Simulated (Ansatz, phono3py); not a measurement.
# KBr (Fm-3m): lattice thermal conductivity

Aim: the lattice thermal conductivity of KBr against temperature, and which phonons carry it.

Experimental results on record:
- thermal conductivity 3.4 W/m/K near room temperature (given in “Combining the AFLOW GIBBS and Elastic Libraries to efficiently and robustly screen thermo-mechanical properties of solids”, 2017, arXiv:1611.05714)
- thermal conductivity 3.4 W/m/K near room temperature (given in “Predicting the lattice thermal conductivity of solids by solving the Boltzmann transport equation: AFLOW - AAPL an automated, accurate and efficient framework”, 2017, arXiv:1611.05481)

Main program and level: Ansatz 0.2.0; DFT LDA, scalar-relativistic, plane waves, PAW.

Most raw output is cut from this account.

## Step 1: Starting point

It takes space group Fm-3m (No. 225, cubic). Conventional cell: a = 6.600 Å, b = 6.600 Å, c = 6.600 Å, α = 90.00°, β = 90.00°, γ = 90.00°. Nearest to K lie 6 Br at 3.30 Å. Nearest to Br lie 6 K at 3.30 Å. Farther neighbours and most contacts between anions are not listed.

## Step 2: A first coarse run

Before spending time, one coarse run tells the gap and the pressure of the starting cell.

Contents of input.yaml:

```yaml
crystal:
  lattice:
    - [0.0, 3.3, 3.3]
    - [3.3, 0.0, 3.3]
    - [3.3, 3.3, 0.0]
  atoms:
    - { symbol: K, position: [0.0, 0.0, 0.0] }
    - { symbol: Br, position: [0.5, 0.5, 0.5] }
kpoints:
  mp_grid: { grid: [6, 6, 6] }
hamiltonian:
  xc: lda
scf:
  occupations: { method: gaussian, width: 0.1 }
output:
  forces: true
  stress: true
  eigenvalues: true
```

Run with:

```bash
> ansatz run input.yaml --threads 16 --pin off --max-ram 30720MiB --backend cpu --events-out ev --progress --plain --runs-dir out
```

Elapsed: 0.44 s, on 16 threads of Arm Neoverse N1, shared host; peak memory 0.35 GiB.

This step gave:

```yaml
pressure: -1.644 GPa
gap_on_the_k_mesh: 4.030 eV
volume_per_atom: 35.94 Å³
```

The start is under -1.6 GPa at this level and looks like an insulator or semiconductor on this mesh.

## Step 3: Relaxation

The vibrations must be taken about the equilibrium of this functional, not about the starting cell, so the structure is relaxed.

input.yaml, the sections that differ from step 2:

```yaml
scf:
  occupations: { method: gaussian, width: 0.02 }
output:
  forces: true
  stress: true
  eigenvalues: true
  write_density: true
  write_potential: true
  elf: true
  volumetric_format: npy
relax:
  adjacent_minimum: "off"
  f_tol: 0.005
  max_steps: 80
  cell: { stress_tol: 0.05 }
# crystal, kpoints, hamiltonian: as in step 2
```

It took 1.8 s on 16 threads; peak memory 0.39 GiB; 13 s of CPU time.

Relaxation path:

```csv
step,energy less that of the first step (eV),largest force component (eV/Å),pressure (GPa),volume (Å³)
1,0.0000,0.0000,-1.64,71.87
2,-0.0297,0.0000,-0.97,68.33
3,-0.0411,0.0000,0.29,63.78
4,-0.0417,0.0000,-0.03,64.77
5*,-0.0411,0.0000,-0.03,64.77
```

Relaxation steps marked * repeat the geometry before them on a plane-wave basis chosen anew for their cell, so energy and pressure can jump there.

Forces are held to the 48 operations that the run works with; a distortion that breaks them can't arise in this run.

```csv
"conventional cell, symmetrised",before,after,change
a (Å),6.600,6.375,-3.4 %
b (Å),6.600,6.375,-3.4 %
c (Å),6.600,6.375,-3.4 %
volume (Å³/atom),35.94,32.39,-9.9 %
```

The relaxed structure:

```cif
data_structure
_symmetry_space_group_name_H-M 'P 1'
_symmetry_Int_Tables_number 1
_cell_length_a 4.5079
_cell_length_b 4.5079
_cell_length_c 4.5079
_cell_angle_alpha 60.000
_cell_angle_beta 60.000
_cell_angle_gamma 60.000
_cell_volume 64.77
loop_
_atom_site_label
_atom_site_type_symbol
_atom_site_fract_x
_atom_site_fract_y
_atom_site_fract_z
_atom_site_occupancy
K1 K 0.00000 0.00000 0.00000 1
Br2 Br 0.50000 0.50000 0.50000 1
```

This step gave:

- pressure: -0.03335 GPa
- gap on the k-mesh: 4.316 eV
- volume per atom: 32.39 Å³

ELF in the ac plane of the conventional cell at fractional y = 0.000, with atoms of K and Br within 0.2 Å of it. It is the smooth field of the valence electrons, not physical close to the nuclei.

Values, 10 rows by 16 columns, each cell a mean:
```
0.80 0.85 0.59 0.10 0.35 0.79 0.81 0.46 0.36 0.70 0.85 0.58 0.11 0.35 0.80 0.82
0.49 0.37 0.14 0.03 0.20 0.57 0.74 0.80 0.80 0.78 0.67 0.36 0.06 0.07 0.29 0.45
0.35 0.33 0.24 0.10 0.04 0.09 0.16 0.20 0.21 0.18 0.12 0.05 0.05 0.18 0.30 0.35
0.81 0.83 0.75 0.45 0.08 0.12 0.46 0.65 0.68 0.56 0.27 0.05 0.25 0.67 0.82 0.83
0.17 0.58 0.85 0.60 0.12 0.40 0.84 0.80 0.73 0.85 0.65 0.13 0.36 0.81 0.78 0.29
0.36 0.70 0.85 0.58 0.11 0.35 0.80 0.82 0.80 0.85 0.59 0.10 0.35 0.79 0.81 0.46
0.80 0.78 0.67 0.36 0.06 0.07 0.29 0.45 0.49 0.37 0.14 0.03 0.20 0.57 0.74 0.80
0.21 0.18 0.12 0.05 0.05 0.18 0.30 0.35 0.35 0.33 0.24 0.10 0.04 0.09 0.16 0.20
0.68 0.56 0.27 0.05 0.25 0.67 0.82 0.83 0.81 0.83 0.75 0.45 0.08 0.12 0.46 0.65
0.73 0.85 0.65 0.13 0.36 0.81 0.78 0.29 0.17 0.58 0.85 0.60 0.12 0.40 0.84 0.80
```
Columns run along a (6.4 Å), rows up along c (6.4 Å), edges of the conventional cell, whose origin can differ from the input's. Atoms in or near the plane, at fractional coordinates: K at (0.00, 0.00), K at (0.50, 0.50), Br at (0.50, 0.00), Br at (0.00, 0.50).

Electrostatic potential energy in the ac plane of the conventional cell at fractional y = 0.000, with atoms of K and Br within 0.2 Å of it. With pseudopotentials it is smooth inside the atoms' cores, unlike the true potential.

Ten even steps from '_' (-67 eV) to '@' (7 eV), each cell a mean:
```
::==##@@@@@@%%--____..**@@@@@@%%++--
++**%%@@@@@@@@##--::++%%@@@@@@@@##++
%%%%@@@@@@@@@@@@%%%%@@@@@@@@@@@@@@%%
@@@@@@@@@@@@@@@@@@@@@@@@@@@@@@@@@@@@
@@@@@@@@@@@@@@@@@@@@@@@@@@@@@@@@@@@@
@@@@@@@@@@@@@@@@@@@@@@@@@@@@@@@@@@@@
++##@@@@@@@@@@%%##**##@@@@@@@@@@%%**
__::##@@@@@@%%**==--++##@@@@@@@@++..
____++@@@@@@%%++::::--**@@@@@@%%::__
__..**@@@@@@%%++--::==##@@@@@@%%--__
::++%%@@@@@@@@##++++**%%@@@@@@@@##--
%%@@@@@@@@@@@@@@%%%%%%@@@@@@@@@@@@%%
@@@@@@@@@@@@@@@@@@@@@@@@@@@@@@@@@@@@
@@@@@@@@@@@@@@@@@@@@@@@@@@@@@@@@@@@@
@@@@@@@@@@@@@@@@@@@@@@@@@@@@@@@@@@@@
**##@@@@@@@@@@%%**++##@@@@@@@@@@%%##
--++##@@@@@@@@++..__::##@@@@@@%%**==
::--**@@@@@@%%::______++@@@@@@%%++::
```
Columns run along a (6.4 Å; values clipped at the 3rd and 97th percentile), rows up along c (6.4 Å), edges of the conventional cell, whose origin can differ from the input's. Atoms in or near the plane, at fractional coordinates: K at (0.00, 0.00), K at (0.50, 0.50), Br at (0.50, 0.00), Br at (0.00, 0.50).

Valence density in the ac plane of the conventional cell at fractional y = 0.000, with atoms of K and Br within 0.2 Å of it. It is the smooth field of the valence electrons, not physical close to the nuclei.

Values in e/Å³, 10 rows by 16 columns, each cell a mean:
```
3.3 2.0 0.5 0.1 0.1 0.4 0.9 0.9 0.8 1.0 0.6 0.2 0.1 0.2 1.2 2.9
0.5 0.3 0.1 0.0 0.1 0.1 0.3 0.5 0.6 0.4 0.2 0.1 0.0 0.1 0.2 0.4
0.2 0.1 0.1 0.0 0.0 0.0 0.1 0.1 0.1 0.1 0.0 0.0 0.0 0.0 0.1 0.1
0.8 0.6 0.3 0.1 0.0 0.1 0.3 0.8 1.0 0.5 0.2 0.0 0.1 0.2 0.5 0.7
0.6 1.1 0.7 0.2 0.1 0.3 1.6 3.5 3.9 2.5 0.6 0.1 0.1 0.4 1.0 0.8
0.8 1.0 0.6 0.2 0.1 0.2 1.2 2.9 3.3 2.0 0.5 0.1 0.1 0.4 0.9 0.9
0.6 0.4 0.2 0.1 0.0 0.1 0.2 0.4 0.5 0.3 0.1 0.0 0.1 0.1 0.3 0.5
0.1 0.1 0.0 0.0 0.0 0.0 0.1 0.1 0.2 0.1 0.1 0.0 0.0 0.0 0.1 0.1
1.0 0.5 0.2 0.0 0.1 0.2 0.5 0.7 0.8 0.6 0.3 0.1 0.0 0.1 0.3 0.8
3.9 2.5 0.6 0.1 0.1 0.4 1.0 0.8 0.6 1.1 0.7 0.2 0.1 0.3 1.6 3.5
```
Columns run along a (6.4 Å), rows up along c (6.4 Å), edges of the conventional cell, whose origin can differ from the input's. Atoms in or near the plane, at fractional coordinates: K at (0.00, 0.00), K at (0.50, 0.50), Br at (0.50, 0.00), Br at (0.00, 0.50).

The relaxation ends with a pressure of -0.03 GPa.

## Step 4: A second relaxation

The relaxation is run once more from where the first one ended, as the script does after a large change of volume or of the gap, with mesh and occupations reviewed.

input.yaml: that of step 3 with these lines changed.

```diff
@@ -2,5 +2,5 @@
   lattice:
-    - [0.0, 3.3, 3.3]
-    - [3.3, 0.0, 3.3]
-    - [3.3, 3.3, 0.0]
+    - [0.0, 3.1875608029, 3.1875608029]
+    - [3.1875608029, 0.0, 3.1875608029]
+    - [3.1875608029, 3.1875608029, 0.0]
   atoms:
```

Elapsed: 0.86 s, on 16 threads; peak memory 0.37 GiB; 5 s of CPU time.

Little changed from the start: no atom moved by 0.005 Å and no cell edge by 0.1 %.

ELF in the ac plane of the conventional cell at fractional y = 0.000, with atoms of K and Br within 0.2 Å of it. It is the smooth field of the valence electrons, not physical close to the nuclei.

Ten even steps from '0' (0.02) to '9' (0.86), each cell a mean:
```
899316982059831699
997116998799830489
752004899998620146
100001466665300001
332100011110000233
987410013320003688
999720279985005899
479830599998216995
049931798799316970
059831699899316982
799830489997116998
998620146752004899
665300001100001466
110000233332100011
320003688987410013
985005899999720279
998216995479830599
799316970049931798
```
Columns run along a (6.4 Å), rows up along c (6.4 Å), edges of the conventional cell, whose origin can differ from the input's. Atoms in or near the plane, at fractional coordinates: K at (0.00, 0.00), K at (0.50, 0.50), Br at (0.50, 0.00), Br at (0.00, 0.50).

Valence density in the ac plane of the conventional cell at fractional y = 0.000, with atoms of K and Br within 0.2 Å of it. It is the smooth field of the valence electrons, not physical close to the nuclei.

Ten even steps from '_' (0.0 e/Å³) to '@' (4.2 e/Å³), each cell a mean:
```
@@**::______..::....::::______..==%%
++--..________..::::::..________::==
..______________......____________..
____________________________________
____________________________________
____________________________________
::..__________..::::..__________..::
::::..________--**##++..______..::::
__::::______..++@@@@##::______..::..
..::::______..==%%@@**::______..::..
::::..________::==++--..________..::
....____________....______________..
____________________________________
____________________________________
____________________________________
::..__________..::::..__________..::
##++..______..::::::::..________--**
@@##::______..::..__::::______..++@@
```
Columns run along a (6.4 Å), rows up along c (6.4 Å), edges of the conventional cell, whose origin can differ from the input's. Atoms in or near the plane, at fractional coordinates: K at (0.00, 0.00), K at (0.50, 0.50), Br at (0.50, 0.00), Br at (0.00, 0.50).

Electrostatic potential energy in the ac plane of the conventional cell at fractional y = 0.000, with atoms of K and Br within 0.2 Å of it. With pseudopotentials it is smooth inside the atoms' cores, unlike the true potential.

Ten even steps from '_' (-67 eV) to '@' (7 eV), each cell a mean:
```
::==##@@@@@@%%--____..**@@@@@@%%++--
++**%%@@@@@@@@##--::++%%@@@@@@@@##++
%%%%@@@@@@@@@@@@%%%%@@@@@@@@@@@@@@%%
@@@@@@@@@@@@@@@@@@@@@@@@@@@@@@@@@@@@
@@@@@@@@@@@@@@@@@@@@@@@@@@@@@@@@@@@@
@@@@@@@@@@@@@@@@@@@@@@@@@@@@@@@@@@@@
++##@@@@@@@@@@%%##**##@@@@@@@@@@%%**
__::##@@@@@@%%**==--++##@@@@@@@@++..
____++@@@@@@%%++::::--**@@@@@@%%::__
__..**@@@@@@%%++--::==##@@@@@@%%--__
::++%%@@@@@@@@##++++**%%@@@@@@@@##--
%%@@@@@@@@@@@@@@%%%%%%@@@@@@@@@@@@%%
@@@@@@@@@@@@@@@@@@@@@@@@@@@@@@@@@@@@
@@@@@@@@@@@@@@@@@@@@@@@@@@@@@@@@@@@@
@@@@@@@@@@@@@@@@@@@@@@@@@@@@@@@@@@@@
**##@@@@@@@@@@%%**++##@@@@@@@@@@%%##
--++##@@@@@@@@++..__::##@@@@@@%%**==
::--**@@@@@@%%::______++@@@@@@%%++::
```
Columns run along a (6.4 Å; values clipped at the 3rd and 97th percentile), rows up along c (6.4 Å), edges of the conventional cell, whose origin can differ from the input's. Atoms in or near the plane, at fractional coordinates: K at (0.00, 0.00), K at (0.50, 0.50), Br at (0.50, 0.00), Br at (0.00, 0.50).

## Step 5: Tight relaxation

The thresholds are tightened for a last relaxation ahead of the phonons, and where mesh or smearing change with them the cell follows.

input.yaml, the sections that differ from step 4:

```yaml
scf:
  occupations: { method: fixed }
output:
  forces: true
  stress: true
  eigenvalues: true
relax:
  adjacent_minimum: "off"
  f_tol: 0.001
  max_steps: 60
  cell: { stress_tol: 0.01 }
# crystal, kpoints, hamiltonian: as in step 4
```

Elapsed: 1.2 s, on 16 threads; peak memory 0.37 GiB; 8.2 s of CPU time.

Little changed from the start: no atom moved by 0.005 Å and no cell edge by 0.1 %.

Numbers from this step:

```
pressure          : 1.01e-4 GPa
gap on the k-mesh : 4.321 eV
volume per atom   : 32.33 Å³
```

The residual pressure is 1.0e-4 GPa, small enough for phonons.

[end of part 1 of 2]

[Logs are printed without paths, hosts, clocks, repeated set-up lines and the standing remarks that a program may print on its own settings, such as how far it seeks lower states.]

[Hosts, paths, dates, database ids (printed as entryN), source tags and the programs' standing remarks are cut or masked in the printed files.]

[A step with changed settings may run another functional than the one named; its input shows which.]
